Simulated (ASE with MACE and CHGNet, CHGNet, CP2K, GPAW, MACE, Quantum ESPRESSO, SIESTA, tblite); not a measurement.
# Machine-learned potentials on TiSi2(101) slab (72 atoms): settings against a plane-wave reference

Aim: run TiSi2(101) slab (72 atoms) in machine-learned potentials and see how near its forces come to a plane-wave reference, and at what cost.

Program: ASE with MACE and CHGNet. Level of theory: the method is named at each step. Results are calculated unless marked as measured.

The database entry behind the starting cell is an old determination (1939), so it need not match the best structure at ambient conditions.

### Step 1. Set-up

The cell holds 72 atoms: 24 Ti and 48 Si. Cell: a = 8.236 Å, b = 9.768 Å, c = 24.411 Å, α = 90.0°, β = 90.0°, γ = 90.0°. It derives from TiSi2 (Fddd (measured, COD)). Fddd (COD entry) TiSi2 (cell 4.773, 8.236, 8.523, 90, 90, 90), (101) slab of 3 repeat layers, 1 x 1 surface cells, 14 Å of vacuum; atoms within 3.5 Å of the bottom held; every coordinate displaced by a Gaussian of 0.03 Å. Then every atom was moved at random, 0.02 Å r.m.s. a Cartesian component. Vacuum lies along c.

The yardstick, on the same geometry:

```
method                 : Kohn-Sham DFT, PBE, SSSP efficiency 1.3.0 pseudopotentials, plane waves (Quantum ESPRESSO 7.5); sssp-pbe-1.3.0-efficiency, cutoffs 45/360 Ry, Γ point
r.m.s. force component : 0.4693 eV/Å
longest force          : 2.126 eV/Å
time                   : 5.7 min on 4 MPI ranks of Arm Neoverse V2, shared host
CPU time               : 23 min
```

### Step 2. MACE MPA-0 medium potential

Method: machine-learned interatomic potential MACE MPA-0 medium, trained on PBE(+U) plane-wave data.

Contents of run.py:

```python
import numpy as np
from ase.io import read
import mlip  # loads the published weights by name

atoms = read("structure.xyz")
atoms.calc = mlip.calc("mace-mpa-0-medium")
energy = atoms.get_potential_energy()
forces = atoms.get_forces()
print(f"energy {energy:.6f} eV")
print("forces (eV/A)")
for i, (a, f) in enumerate(zip(atoms, forces)):
    print(f"{i:4d} {a.symbol:2s} {f[0]:10.5f} {f[1]:10.5f} {f[2]:10.5f}")
```

Contents of structure.xyz:

```xyz
72
Lattice="8.23600 0.00000 0.00000 0.00000 9.76847 0.00000 0.00000 0.00000 24.41112" Properties=species:S:1:pos:R:3 pbc="T T T"
Ti 2.04788 2.42151 6.99379
Ti 6.16934 1.27586 9.02919
Ti 2.07868 7.36220 6.98939
Ti 6.14850 6.19819 9.05848
Ti 0.03385 8.61003 9.12683
Ti 4.05607 9.74131 7.01991
Ti 0.00239 3.74719 9.07337
Ti 4.08794 4.89576 6.99159
Si 4.76650 2.49116 6.99525
Si 3.43425 1.29803 9.09241
Si 4.84763 7.37119 7.00257
Si 3.45467 6.21275 9.05164
Si 5.44762 8.62507 9.08680
Si 6.86380 0.03849 7.01234
Si 5.48724 3.78167 9.09387
Si 6.89254 4.88746 7.03187
Si 0.68145 6.15716 9.12976
Si 7.61591 7.33153 6.99769
Si 0.70154 1.31181 9.11780
Si 7.57144 2.47934 7.00404
Si 1.37772 4.89811 6.96547
Si 2.72266 3.81332 9.08924
Si 1.36396 0.03565 6.98939
Si 2.71541 8.65272 9.12292
Ti 2.05620 0.19224 11.16369
Ti 6.18128 8.83890 13.26159
Ti 2.07663 4.95711 11.08436
Ti 6.22114 3.88092 13.18200
Ti 0.04299 6.31766 13.22839
Ti 4.17870 7.47640 11.14026
Ti 8.20075 1.47064 13.19299
Ti 4.16165 2.56461 11.12732
Si 4.80324 0.16079 11.17028
Si 3.43779 8.75636 13.22839
Si 4.71980 5.01836 11.19592
Si 3.41638 3.83813 13.18396
Si 5.50445 6.29685 13.25670
Si 6.87558 7.44348 11.10145
Si 5.49778 1.42883 13.24523
Si 6.83539 2.57614 11.19616
Si 0.73531 3.89733 13.31944
Si 7.56584 4.95388 11.24181
Si 0.64875 8.80344 13.27794
Si 7.56477 0.17417 11.20031
Si 1.34807 2.59392 11.16101
Si 2.78962 1.44866 13.24840
Si 1.40391 7.40958 11.24254
Si 2.66830 6.27292 13.23620
Ti 2.01642 7.56568 15.30406
Ti 6.20830 6.35595 17.36802
Ti 2.07803 2.65448 15.36314
Ti 6.18244 1.54693 17.43540
Ti 0.03204 3.98456 17.38389
Ti 4.15704 5.13665 15.28844
Ti 8.21467 8.83832 17.36949
Ti 4.06760 0.25945 15.31529
[... 12 atom lines left out ...]
Si 1.39485 0.19771 15.36265
Si 2.68205 8.90035 17.45639
Si 1.30178 5.12493 15.26183
Si 2.76828 4.02744 17.41904
```

Launch:

```console
> OMP_NUM_THREADS=1 python run.py > output.txt
```

The log of the run:

```text
energy -469.113763 eV
forces (eV/A)
   0 Ti    0.40577    0.60396    0.49946
   1 Ti   -0.02008    0.73062    0.65994
   2 Ti    0.31407    0.03317    0.53278
   3 Ti    0.34978   -0.01427    0.12999
   4 Ti   -0.32287    0.33339   -0.22288
   5 Ti    0.05442    0.67251    0.21763
   6 Ti   -0.07647   -0.02829    0.29126
   7 Ti   -0.02248    0.41781    0.26573
   8 Si   -0.20930   -0.52206    0.07581
   9 Si   -0.29266    0.08214   -0.54604
  10 Si   -0.38561   -0.36208   -0.12270
  11 Si   -0.34021    0.01505   -0.21134
  12 Si    0.05880    0.17745   -0.19797
  13 Si   -0.13227   -0.56797   -0.46693
  14 Si   -0.16211   -0.30388   -0.24409
  15 Si   -0.36594   -0.22122   -0.44363
  16 Si    0.24563    0.40460   -0.41221
  17 Si    0.00316   -0.14832   -0.18101
  18 Si    0.10134   -0.00783   -0.44927
  19 Si    0.13861   -0.41165   -0.36227
  20 Si    0.24256   -0.01821    0.09456
  21 Si    0.44073   -0.79205   -1.22052
  22 Si    0.09283   -0.38300    0.10640
  23 Si    0.28923   -0.22778   -0.54971
[...]
64 Si   -0.36155   -0.74029    0.07854
  65 Si    0.16037    0.44543    0.41508
  66 Si   -0.10493    0.62087    0.14581
  67 Si   -0.18582    0.19353    0.27173
  68 Si   -0.38289    0.46729    0.08035
  69 Si   -0.14436   -0.23012    0.01153
  70 Si    0.39512   -0.12536    0.71004
  71 Si   -0.14023    0.02431    0.11589
```

Elapsed: 7.8 s, on 1 thread of Arm Neoverse V2, shared host; peak memory 0.94 GiB.

Banners, paths, timers and routine set-up lines are dropped from the logs unmarked, and long logs keep their key lines alone; longer cuts are marked.

Compared with the plane-wave run:

```yaml
r_m_s_force_component: 0.4037 eV/Å
r_m_s_difference_of_force_components: 244 meV/Å
longest_difference_of_force_vectors: 1105 meV/Å
force_difference_over_r_m_s_force: 51.99 %
slope_of_forces_against_the_reference_s: 0.7349
correlation_of_force_components: 0.8543
```

Length of the force difference by element (eV/Å):

```csv
element,atoms,mean,most
Si,48,0.29,0.59
Ti,24,0.50,1.1
```

Local excerpt of 11 atoms (numbers count through the whole input) about Ti27, which bears the longest force among the free atoms; x, y, z are measured from there.

```csv
atom,x,y,z,distance (Å),bonds,Fx,Fy,Fz (eV/Å)
Ti27,0.00,0.00,0.00,0.00,10,-0.35,0.96,1.54
Si22,0.65,-1.14,-2.00,2.39,10,0.44,-0.79,-1.22
Si45,-0.73,-2.36,0.08,2.47,10,-0.16,-0.10,0.02
Si47,-0.67,2.45,0.16,2.55,10,-0.25,0.63,-0.43
Si48,0.59,1.32,2.15,2.59,10,0.90,0.03,-0.17
Si35,2.64,0.06,0.11,2.65,10,0.79,0.18,-0.20
Si17,-1.40,1.20,-1.95,2.68,10,0.25,0.40,-0.41
Si36,1.34,-1.12,2.10,2.73,10,-0.04,0.23,0.38
Si42,-2.75,0.00,0.16,2.75,10,-0.18,0.33,-0.67
Si12,1.38,1.26,-2.03,2.76,10,-0.34,0.02,-0.21
Si41,-1.34,-1.06,2.24,2.81,10,-0.01,-0.55,-0.59
```

Atoms are counted from 1 here, from 0 in the log.

Forces lie 52 % from the reference's, at 0.0051 times its CPU time (on 1 against 4 cores).

### Step 3. MACE MP-0b2 small potential

Method: machine-learned interatomic potential MACE MP-0b2 small, trained on PBE(+U) plane-wave data.

Changes to run.py since step 2:

```diff
@@ -5,3 +5,3 @@
 atoms = read("structure.xyz")
-atoms.calc = mlip.calc("mace-mpa-0-medium")
+atoms.calc = mlip.calc("mace-mp-0b2-small")
 energy = atoms.get_potential_energy()
```

structure.xyz is that of step 2.

The log of the run:

```text
energy -472.684765 eV
forces (eV/A)
   0 Ti    0.45618    0.74523    0.08102
   1 Ti   -0.00116    0.61687    0.38617
   2 Ti    0.22163   -0.07074    0.10294
   3 Ti    0.34809   -0.12369   -0.19077
   4 Ti   -0.32902    0.26104   -0.45253
   5 Ti    0.02827    0.69973   -0.36752
   6 Ti   -0.10328    0.00061   -0.06967
   7 Ti   -0.08367    0.38320   -0.30904
   8 Si   -0.23423   -0.38637    0.08630
   9 Si   -0.15967    0.31266   -0.10215
  10 Si   -0.35916   -0.28232   -0.17959
  11 Si   -0.16213    0.26056    0.23461
  12 Si    0.04697    0.13804   -0.08026
  13 Si   -0.07031   -0.69507   -0.29683
  14 Si   -0.24492   -0.36650   -0.08361
  15 Si   -0.31217   -0.24537   -0.14711
  16 Si    0.25576    0.28016   -0.26765
  17 Si    0.03112   -0.18749    0.09124
  18 Si    0.10583   -0.14144   -0.30783
  19 Si    0.11522   -0.50456   -0.05217
  20 Si    0.28134    0.18933    0.04932
  21 Si    0.34463   -0.81974   -0.91095
  22 Si    0.12239   -0.24391    0.05374
  23 Si    0.08705   -0.17292   -0.13408
[...]
64 Si   -0.30975   -1.11541    0.05330
  65 Si    0.21068    0.44452    0.01588
  66 Si   -0.19066    0.58594    0.14109
  67 Si   -0.20383    0.08957   -0.16995
  68 Si   -0.40421    0.55917   -0.11926
  69 Si   -0.23065   -0.28446   -0.15559
  70 Si    0.37261   -0.02244    0.66050
  71 Si   -0.21344    0.06263   -0.18412
```

It took 7 s on 1 thread; peak memory 0.66 GiB.

Numbers from this run, and their distance from the reference:

| Quantity | Value |
| --- | --- |
| r.m.s. force component | 0.3934 eV/Å |
| r.m.s. difference of force components | 215.6 meV/Å |
| longest difference of force vectors | 617.4 meV/Å |
| force difference over r.m.s. force | 45.94 % |
| slope of forces against the reference's | 0.7458 |
| correlation of force components | 0.8897 |

Against the first run (52 %), the force difference from the reference is 46 %, at 0.91 times the CPU time.

### Step 4. CHGNet r2SCAN potential

Method: machine-learned interatomic potential CHGNet r2SCAN, trained on r2SCAN plane-wave data.

Changes to run.py since step 3:

```diff
@@ -5,3 +5,3 @@
 atoms = read("structure.xyz")
-atoms.calc = mlip.calc("mace-mp-0b2-small")
+atoms.calc = mlip.calc("chgnet-r2scan")
 energy = atoms.get_potential_energy()
```

structure.xyz is that of step 3.

The log of the run:

```text
CHGNet vr2scan initialized with 412,525 parameters
CHGNet will run on cpu
energy -762.319214 eV
forces (eV/A)
   0 Ti    0.17097    0.26928    0.40646
   1 Ti    0.01852    0.18832    0.10681
   2 Ti    0.07627   -0.06449    0.40435
   3 Ti    0.15741    0.01352   -0.12593
   4 Ti   -0.11648    0.10032   -0.19802
   5 Ti    0.14037    0.28092    0.23408
   6 Ti   -0.04640    0.00801   -0.03426
   7 Ti    0.05894    0.16504    0.30437
   8 Si   -0.06281   -0.28302    0.28039
   9 Si    0.00557    0.07692   -0.27401
  10 Si   -0.05688   -0.22674    0.13917
  11 Si   -0.02027    0.14854   -0.17713
  12 Si   -0.04722    0.08314   -0.30268
  13 Si    0.04496   -0.24448   -0.03345
  14 Si   -0.02662   -0.09640   -0.36892
  15 Si   -0.04119   -0.06276    0.00881
  16 Si    0.03633    0.16634   -0.38332
  17 Si   -0.04051   -0.09926    0.11163
  18 Si    0.01795    0.01498   -0.38011
  19 Si   -0.07924   -0.15526    0.03031
  20 Si   -0.00844   -0.02471    0.23578
  21 Si    0.08317   -0.23811   -0.76339
  22 Si   -0.10243   -0.28972    0.26306
  23 Si   -0.00509    0.03098   -0.34363
[...]
64 Si   -0.06885   -0.47989   -0.19370
  65 Si    0.03480    0.06847    0.33303
  66 Si    0.01030    0.43526   -0.19049
  67 Si   -0.03872   -0.05730    0.20997
  68 Si   -0.11839    0.18862    0.31611
  69 Si    0.01466   -0.06463   -0.18229
  70 Si    0.04801   -0.05256    0.45832
  71 Si    0.07451    0.06820   -0.15475
```

Wall time 3.5 s (1 thread); peak memory 1.1 GiB.

Against the reference:

* r.m.s. force component: 0.1892 eV/Å
* r.m.s. difference of force components: 364.3 meV/Å
* longest difference of force vectors: 1569 meV/Å
* force difference over r.m.s. force: 77.64 %
* slope of forces against the reference's: 0.2798
* correlation of force components: 0.6943

Against the first run (52 %), the force difference from the reference is 78 %, at 0.48 times the CPU time; this potential was trained at another functional than the reference's, which explains only part of so large a difference.

### Step 5. All runs compared

Differences are against the plane-wave reference, forces as r.m.s. over components; share is that over the reference's r.m.s. force, slope the least-squares factor from reference forces to these. Total energies of different programs have different zeros and aren't compared.

```
                        run  Δ force, r.m.s. (meV/Å)  share (%)  slope  cores  CPU time  memory (GiB)
                  reference                        -          -      -      4    23 min           5.1
MACE MPA-0 medium potential                      244       52.0  0.735      1     7.1 s          0.94
MACE MP-0b2 small potential                      216       45.9  0.746      1     6.4 s          0.66
    CHGNet r2SCAN potential                      364       77.6  0.280      1     3.4 s           1.1
```

Times of the machine-learned potentials are mostly Python's start and the loading of weights.

CPU time is summed over cores on a shared host, where runs went side by side, so it is rough. Symmetry, cutoffs, thresholds, outputs and thread counts weren't matched or tuned between programs; memory under MPI is the largest rank's times the ranks.

A second geometry, displaced anew (every atom was moved at random, 0.06 Å r.m.s. a Cartesian component), gives an energy difference that all programs can be tested on. The reference puts it at 33.88 meV/atom.

| run | energy less the first geometry's (meV/atom) | error (meV/atom) | force share at the second geometry (%) |
| --- | --- | --- | --- |
| MACE MPA-0 medium potential | 27.49 | -6.40 | 35.2 |
| MACE MP-0b2 small potential | 28.80 | -5.08 | 32.6 |
| CHGNet r2SCAN potential | 11.82 | -22.1 | 67.2 |

### Step 6. Summary of results

```
nearest in forces : MACE MP-0b2 small potential, 46 %
its CPU time      : 6.4 s
```

In words: Machine-learned potentials differ by 46 % (MACE MP-0b2 small potential) to 78 % (CHGNet r2SCAN potential); they were trained on other programs' data, some at another functional. Among those trained on PBE data the slope goes as low as 0.73, with a correlation of 0.85, so directions differ as well as sizes. The energy difference between the two geometries, 33.9 meV/atom in the reference, is met best by MACE MP-0b2 small potential (-5.08) and worst by CHGNet r2SCAN potential (-22.1). Machine-learned potentials mimic data converged in k, so the reference's own k-point error enters their differences. The electronic-structure runs sample only Γ, in a cell whose shortest periodic width is 8 Å, which is coarse for a cell with partly filled levels.

[Also dropped from logs without a mark: logging warnings of Python, and SIESTA's first energy breakdown and zero terms.]

[Logs are printed without paths, hosts, clocks, repeated set-up lines and the standing remarks that a program may print on its own settings, such as how far it seeks lower states.]

[Hosts, paths, dates, database ids (printed as entryN), source tags and the programs' standing remarks are cut or masked in the printed files.]
